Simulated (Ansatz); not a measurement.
# TiC (Fm-3m): modes against uniaxial strain along [001], part 2 of 3

Aim: how do the optical modes of TiC (Fm-3m) shift and split under this strain?

Ansatz 0.2.0; DFT PBEsol, scalar-relativistic, plane waves, PAW; PAW set soft_1.

So far. Step 3 (Tight relaxation): The forces vanish by symmetry and the pressure is -0.001 GPa, within the tolerances set. The cell now holds 9.89 Å³/atom.

The database entry behind the starting cell differs from later determinations by our own check (0.1 to 0.3 % short, probably kX units), so it need not match the best structure at ambient conditions.

## Step 4: Modes at rest

Phonons follow from the second derivative of the energy, found here by linear response.

The modes at rest are the reference of the series.

Contents of input.yaml:

```yaml
crystal:
  lattice:
    - [0.0, 2.1464433182, 2.1464433182]
    - [2.1464433182, 0.0, 2.1464433182]
    - [2.1464433182, 2.1464433182, 0.0]
  atoms:
    - { symbol: C, position: [0.5, 0.5, 0.5] }
    - { symbol: Ti, position: [0.0, 0.0, 0.0] }
kpoints:
  mp_grid: { grid: [16, 16, 16] }
hamiltonian:
  xc: pbesol
  pseudopotentials: { kind: paw, azcp: { folder: soft_1 }, xc_functional: pbe }
scf:
  occupations: { method: methfessel_paxton, width: 0.2 }
output:
  eigenvalues: true
phonons:
  method: dfpt
```

Run with:

```sh
$ ansatz run input.yaml --threads 4 --pin off --max-ram 10240MiB --backend cpu --events-out ev --progress --plain --runs-dir out
```

Numbers of over 12 decimals in the logs are rounded to 6 here.

The log of the run:

```text
[...]
Crystal: 2 atoms, lattice volume = 19.778 Å³
Basis set: ecut = 420 eV, 387 PW (Γ), exchange–correlation on 48×48×48 points (8 copies of the dense FFT grid, shifted against one another)
Bands: 12, of which v1, the nominal top of the filled ones, is band 8 counted from 1 (7 counted from 0)
Symmetry: 48 space group operations
k-points: 349 of 4096 (irreducible under 8 space group operations, time reversal used)
[...]
SCF iter   1: F=—  HF=-2723.416385 eV  |F-HF|=—  |Δ(HF+E_count)|=         —  Δρ=1.39e-1  dr2=4.91e0  ethr=3.10e-3  ⟨swp⟩=4.2  Hψ=19795  notcnv=0
[...]
SCF iter   9: F=-2722.424797 eV  HF=-2722.424797 eV  |F-HF|=0.00e0  |Δ(HF+E_count)|=  6.28e-11  S|Δr|=    0.00e0  Δρ=2.53e-8  dr2=8.26e-14  ethr=1.00e-12  ⟨swp⟩=3.5  Hψ=17769  notcnv=0
the search or the solves at the SCF's close seem to have found levels that the self-consistency loop had missed (the run counts 1). By its estimate they hold under 1e-12 electrons; where the run keeps them, the occupations were computed again with them
SCF 1 converged in 9 iterations: F = -2722.424797 eV  dr2 = 8.26e-14
[...]
DFPT response loops at Γ: preconditioner auto → Kerker (q_TF=auto, 2.634 Å⁻¹) (partly filled bands, converged f_vac=0.000); β = 1.00, the filter's whole step (`scf.mixing.beta` (0.50) is not read by the response loops under this deck's `scf.mixing.preconditioner`; to damp them name `kerker` or `kerker_dos`, under which they read `scf.mixing.beta`, and type it under 1.00, their step now; both keys bind the ground state too); Broyden in place of MSR1
SCF converged after 9 iterations
[...]
Free energy (F): -2722.424797 eV
[...]
Internal energy: -2722.424388 eV  (E = F + TS)
E sigma→0 (E₀):  -2722.424695 eV
Entropy (-TS):   -0.000409 eV (-0.205 meV/atom)
Fermi energy:    14.968978 eV
[...]
--- Band table (eV; the first three rows and the last of 349) ---
  k-point 0: bands = [... 4 lower, 2.4842, 15.6541, 15.6541, 15.6541, 16.7178, 16.7178, 16.7178, 16.7733]
  k-point 1: bands = [... 4 lower, 2.5765, 15.2057, 15.4597, 15.4597, 16.0336, 16.0336, 16.9612, 17.7877]
  k-point 2: bands = [... 4 lower, 2.8473, 14.3133, 14.6840, 14.6840, 16.1019, 16.1019, 17.3026, 18.8885]
  k-point 348: bands = [... 4 lower, 5.4421, 11.7593, 11.7593, 12.2062, 17.8665, 17.8665, 18.6532, 20.3861]
--- Phonons (Γ-DFPT): 2 representative perturbations + reference, on 349 of 4096 k-points (Σ response iterations 6) ---
  k mesh reduced under 8 symmetry operations, with k and −k counted as one. Each operation leaves every solved perturbation unchanged. A smaller set is not used because it would not reduce the number of displacements times k-points to solve
  ASR residual: 2.602e-5 → 0.000e0 eV/Å²; symmetrization residual: 3.234e-7 eV/Å²
  ASR residual per site (eV/Å²): 2.60e-5 8.33e-7
  Γ frequencies (cm⁻¹): 0.00 0.00 0.00 542.50 542.50 542.50
  non-analytic LO–TO correction: not included (Born effective charges unavailable; polar crystals: no LO–TO splitting at Γ)
```

Wall time 8.2 s (4 threads of Intel Xeon at 2.70GHz, shared host); peak memory 0.59 GiB; 26 s of CPU time.

Numbers from this step:

```
sum-rule residual before enforcement                    : 2.60e-5 eV/Å²
point group                                             : m-3m
highest optical mode at the zone centre (no LO-TO term) : 542.5 cm⁻¹
lowest optical zone-centre mode                         : 542.5 cm⁻¹
```

Patterns of degenerate modes are one choice out of their space. Modes at Γ, with each element's share of the kinetic energy:

```
mode  frequency (cm⁻¹)  symmetry  C %  Ti %
   1               0.0  acoustic   20    80
   2               0.0  acoustic   20    80
   3               0.0  acoustic   20    80
   4             542.5       T1u   80    20
   5             542.5       T1u   80    20
   6             542.5       T1u   80    20
```

Displacements in mode 6 (542.5 cm⁻¹), the largest set to 1:
```
C1   0.00  1.00  0.00
Ti2  0.00 -0.25  0.00
```

Before it was imposed, the acoustic sum rule was missed by 2.6e-5 eV/Å². Small misses are needed for a sound result but don't prove that mesh and cutoff are converged. The lowest optical mode is real, 542 cm⁻¹.

## Step 5: Relaxation of a member: uniaxial strain of +4 % along [001]

The cell takes a uniaxial strain of +4 % along [001]. The strained length and the angles are held, while the rest of the cell and the atoms relax.

input.yaml, the sections that differ from step 4:

```yaml
crystal:
  lattice:
    - [0.0, 2.1352086235, 2.232301051]
    - [2.1352086235, 0.0, 2.232301051]
    - [2.1352086235, 2.1352086235, 0.0]
  atoms:
    - { symbol: C, position: [0.5, 0.5, 0.5] }
    - { symbol: Ti, position: [0.0, 0.0, 0.0] }
  conventional_axes: [[-1, 1, 1], [1, -1, 1], [1, 1, -1]]
output:
  forces: true
  stress: true
  eigenvalues: true
relax:
  adjacent_minimum: "off"
  f_tol: 0.001
  max_steps: 60
  cell: { stress_tol: 0.01, fix: [c, angles] }
# kpoints, hamiltonian, scf: as in step 4
# phonons: removed
```

The log of the run:

```text
[...]
Crystal: 2 atoms, lattice volume = 20.355 Å³
Basis set: ecut = 420 eV, 403 PW (Γ), exchange–correlation on 48×48×48 points (8 copies of the dense FFT grid, shifted against one another)
Bands: 12, of which v1, the nominal top of the filled ones, is band 8 counted from 1 (7 counted from 0)
Symmetry: 16 space group operations
[...]
k-points: 349 of 4096
[...]
k-point 348: bands = [... 4 lower, 4.3920, 10.7797, 12.9123, 14.7458, 14.7458, 17.2933, 18.0599, 18.0599]
--- Relaxed structure (3 steps of the walk, 3 accepted, 1 SCFs on fresh bases) ---
[...]
cell:  # Å, volume = 20.2889 Å³
    - [0.0, 2.131759, 2.232301051]
    - [2.131759, 0.0, 2.232301051]
    - [2.131759, 2.131759, 0.0]
  atoms:
    - { symbol: C, position: [0.5, 0.5, 0.500000] }
    - { symbol: Ti, position: [0, 0, 0] }
[key lines of the parts left out:]
SCF converged after 5 iterations
Free energy (F): -2722.381678 eV
Fermi energy:    14.529507 eV
P = ⅓ Tr σ = -5.4766 GPa (-54.766 kbar)
```

Wall time 7.1 s (4 threads); peak memory 0.45 GiB.

Step by step:

```
step  energy less that of the first step (eV)  largest force component (eV/Å)  pressure (GPa)  volume (Å³)
   1                                   0.0000                          0.0000           -6.33        20.35
   2                                  -0.0003                          0.0000           -5.69        20.31
   3                                  -0.0003                          0.0000           -5.47        20.29
  4*                                  -0.0002                          0.0000           -5.48        20.29
```

Relaxation steps marked * repeat the geometry before them on a plane-wave basis chosen anew for their cell, so energy and pressure can jump there.

The run keeps the 16 symmetry operations that it works with, so distortions that break them were not tested.

```
conventional cell, symmetrised  before  after  change
                         a (Å)   3.020  3.015  -0.2 %
                         b (Å)   3.020  3.015  -0.2 %
                         c (Å)   4.465  4.465  +0.0 %
              volume (Å³/atom)   10.18  10.14  -0.3 %
```

Final coordinates:

```xyz
2
Lattice="0.0000 2.1318 2.2323 2.1318 0.0000 2.2323 2.1318 2.1318 0.0000" Properties=species:S:1:pos:R:3 pbc="T T T"
C     2.1318    2.1318    2.2323
Ti    0.0000    0.0000    0.0000
```

Numbers from this step:

```yaml
pressure: -5.477 GPa
volume_per_atom: 10.14 Å³
```

The forces vanish by symmetry.

The cell shrank by 0.3 % in volume.

## Step 6: Zone-centre modes of the member: uniaxial strain of +4 % along [001]

The zone-centre modes follow for uniaxial strain of +4 % along [001].

input.yaml, the sections that differ from step 5:

```yaml
crystal:
  lattice:
    - [0.0, 2.1317587298, 2.232301051]
    - [2.1317587298, 0.0, 2.232301051]
    - [2.1317587298, 2.1317587298, 0.0]
  atoms:
    - { symbol: C, position: [0.5, 0.5, 0.5] }
    - { symbol: Ti, position: [0.0, 0.0, 0.0] }
output:
  eigenvalues: true
phonons:
  method: dfpt
# kpoints, hamiltonian, scf: as in step 5
# relax: removed
```

The log of the run:

```text
zone centre: on kpoints.mp_grid the ground state, and the responses unless they are solved on pairs of k-points, stand on 621 of the mesh's 4096 k-points, reduced under 8 symmetry operations, with k and −k counted as one. Each operation leaves every solved displacement unchanged or reverses it
[...]
Crystal: 2 atoms, lattice volume = 20.289 Å³
Basis set: ecut = 420 eV, 379 PW (Γ), exchange–correlation on 48×48×48 points (8 copies of the dense FFT grid, shifted against one another)
Bands: 12, of which v1, the nominal top of the filled ones, is band 8 counted from 1 (7 counted from 0)
Symmetry: 16 space group operations
k-points: 621 of 4096 (irreducible under 8 space group operations)
[...]
SCF iter   1: F=—  HF=-2723.366333 eV  |F-HF|=—  |Δ(HF+E_count)|=         —  Δρ=1.37e-1  dr2=4.93e0  ethr=3.10e-3  ⟨swp⟩=4.2  Hψ=34924  notcnv=0
[...]
SCF iter   9: F=-2722.381678 eV  HF=-2722.381678 eV  |F-HF|=4.55e-13  |Δ(HF+E_count)|=  3.22e-10  S|Δr|=    0.00e0  Δρ=6.76e-8  dr2=8.50e-13  ethr=1.00e-12  ⟨swp⟩=3.9  Hψ=33625  notcnv=0
[...]
SCF 1 converged in 9 iterations: F = -2722.381678 eV  dr2 = 8.50e-13
[...]
SCF converged after 9 iterations
[...]
Free energy (F): -2722.381678 eV
[...]
Internal energy: -2722.381805 eV  (E = F + TS)
E sigma→0 (E₀):  -2722.381710 eV
Entropy (-TS):   0.000127 eV (0.063 meV/atom)
Fermi energy:    14.529507 eV
[...]
--- Band table (eV; the first three rows and the last of 621) ---
  k-point 0: bands = [... 4 lower, 2.1611, 14.9826, 15.3332, 15.3332, 16.0599, 16.1340, 16.3046, 16.3046]
  k-point 1: bands = [... 4 lower, 2.2507, 14.7159, 14.9150, 15.1506, 15.5152, 15.6402, 16.4866, 17.1086]
  k-point 2: bands = [... 4 lower, 2.5139, 13.8816, 14.1445, 14.3574, 15.5926, 15.7067, 16.8098, 18.1496]
  k-point 620: bands = [... 4 lower, 4.3920, 10.7797, 12.9123, 14.7458, 14.7458, 17.2933, 18.0599, 18.0599]
[...]
ASR residual: 2.342e-5 → 0.000e0 eV/Å²; symmetrization residual: 5.180e-7 eV/Å²
  ASR residual per site (eV/Å²): 1.54e-5 2.34e-5
  Γ frequencies (cm⁻¹): 0.00 0.00 0.00 450.81 552.40 552.40
[...]
```

It took 21 s on 4 threads; peak memory 0.81 GiB.

This step gave:

| Quantity | Value |
| --- | --- |
| sum-rule residual before enforcement | 2.34e-5 eV/Å² |
| point group | 4/mmm |
| highest optical mode at the zone centre (no LO-TO term) | 552.4 cm⁻¹ |
| lowest optical zone-centre mode | 450.8 cm⁻¹ |

Patterns of degenerate modes are one choice out of their space. The modes at Γ (shares of kinetic energy by element, %):

```
mode  frequency (cm⁻¹)  symmetry  C %  Ti %
   1               0.0  acoustic   20    80
   2               0.0  acoustic   20    80
   3               0.0  acoustic   20    80
   4             450.8       A2u   80    20
   5             552.4        Eu   80    20
   6             552.4        Eu   80    20
```

Displacements in mode 4 (450.8 cm⁻¹), the largest set to 1:
```
C1   0.00  0.00  1.00
Ti2  0.00  0.00 -0.25
```

Displacements in mode 5 (552.4 cm⁻¹), the largest set to 1:
```
C1   0.00  1.00  0.00
Ti2  0.00 -0.25  0.00
```

The lowest optical mode is real, 451 cm⁻¹, and the highest lies at 552.4 cm⁻¹.

## Step 7: A member of the series: uniaxial strain of -4 % along [001]

The cell takes a uniaxial strain of -4 % along [001]. The strained length and the angles are held, while the rest of the cell and the atoms relax.

input.yaml, the sections that differ from step 6:

```yaml
crystal:
  lattice:
    - [0.0, 2.1587301387, 2.0605855855]
    - [2.1587301387, 0.0, 2.0605855855]
    - [2.1587301387, 2.1587301387, 0.0]
  atoms:
    - { symbol: C, position: [0.5, 0.5, 0.5] }
    - { symbol: Ti, position: [0.0, 0.0, 0.0] }
  conventional_axes: [[-1, 1, 1], [1, -1, 1], [1, 1, -1]]
output:
  forces: true
  stress: true
  eigenvalues: true
relax:
  adjacent_minimum: "off"
  f_tol: 0.001
  max_steps: 60
  cell: { stress_tol: 0.01, fix: [c, angles] }
# kpoints, hamiltonian, scf: as in step 6
# phonons: removed
```

The log of the run:

```text
[...]
Crystal: 2 atoms, lattice volume = 19.205 Å³
Basis set: ecut = 420 eV, 371 PW (Γ), exchange–correlation on 40×40×48 points (8 copies of the dense FFT grid, shifted against one another)
Bands: 12, of which v1, the nominal top of the filled ones, is band 8 counted from 1 (7 counted from 0)
Symmetry: 16 space group operations
[...]
k-points: 349 of 4096
[...]
k-point 348: bands = [... 4 lower, 5.1890, 12.3523, 13.5322, 15.1949, 15.1949, 18.4104, 19.2449, 19.2449]
--- Relaxed structure (4 steps of the walk, 4 accepted, 2 SCFs on fresh bases) ---
[...]
cell:  # Å, volume = 19.2805 Å³
    - [0.0, 2.162964, 2.0605855855]
    - [2.162964, 0, 2.0605855855]
    - [2.162964, 2.162964, 0]
  atoms:
    - { symbol: C, position: [0.500000, 0.500000, 0.500000] }
    - { symbol: Ti, position: [0, 0, 0] }
[key lines of the parts left out:]
SCF converged after 3 iterations
Free energy (F): -2722.366186 eV
Fermi energy:    15.434935 eV
P = ⅓ Tr σ = 8.4290 GPa (84.290 kbar)
```

It took 11 s on 4 threads; peak memory 0.45 GiB.

Step by step:

```
step  energy less that of the first step (eV)  largest force component (eV/Å)  pressure (GPa)  volume (Å³)
   1                                   0.0000                          0.0000            9.51        19.21
   2                                  -0.0002                          0.0000            8.72        19.26
   3                                  -0.0002                          0.0000            8.43        19.28
  4*                                  -0.0003                          0.0000            8.44        19.28
   5                                  -0.0003                          0.0000            8.43        19.28
  6*                                  -0.0003                          0.0000            8.43        19.28
```

Relaxation steps marked * repeat the geometry before them on a plane-wave basis chosen anew for their cell, so energy and pressure can jump there.

Forces are held to the 16 operations that the run works with; a distortion that breaks them can't arise in this run.

```
conventional cell, symmetrised  before  after  change
                         a (Å)   3.053  3.059  +0.2 %
                         b (Å)   3.053  3.059  +0.2 %
                         c (Å)   4.121  4.121  -0.0 %
              volume (Å³/atom)    9.60   9.64  +0.4 %
```

The relaxed structure:

```cif
data_structure
_symmetry_space_group_name_H-M 'P 1'
_symmetry_Int_Tables_number 1
_cell_length_a 2.9874
_cell_length_b 2.9874
_cell_length_c 3.0589
_cell_angle_alpha 59.205
_cell_angle_beta 59.205
_cell_angle_gamma 61.590
_cell_volume 19.28
loop_
_atom_site_label
_atom_site_type_symbol
_atom_site_fract_x
_atom_site_fract_y
_atom_site_fract_z
_atom_site_occupancy
C1 C 0.50000 0.50000 0.50000 1
Ti2 Ti 0.00000 0.00000 0.00000 1
```

Numbers from this step:

* pressure: 8.429 GPa
* volume per atom: 9.640 Å³

The forces vanish by symmetry.

(Part 2 of 3 ends here.)

[Logs are printed without paths, hosts, clocks, repeated set-up lines and the standing remarks that a program may print on its own settings, such as how far it seeks lower states.]

[Hosts, paths, dates, database ids (printed as entryN), source tags and the programs' standing remarks are cut or masked in the printed files.]
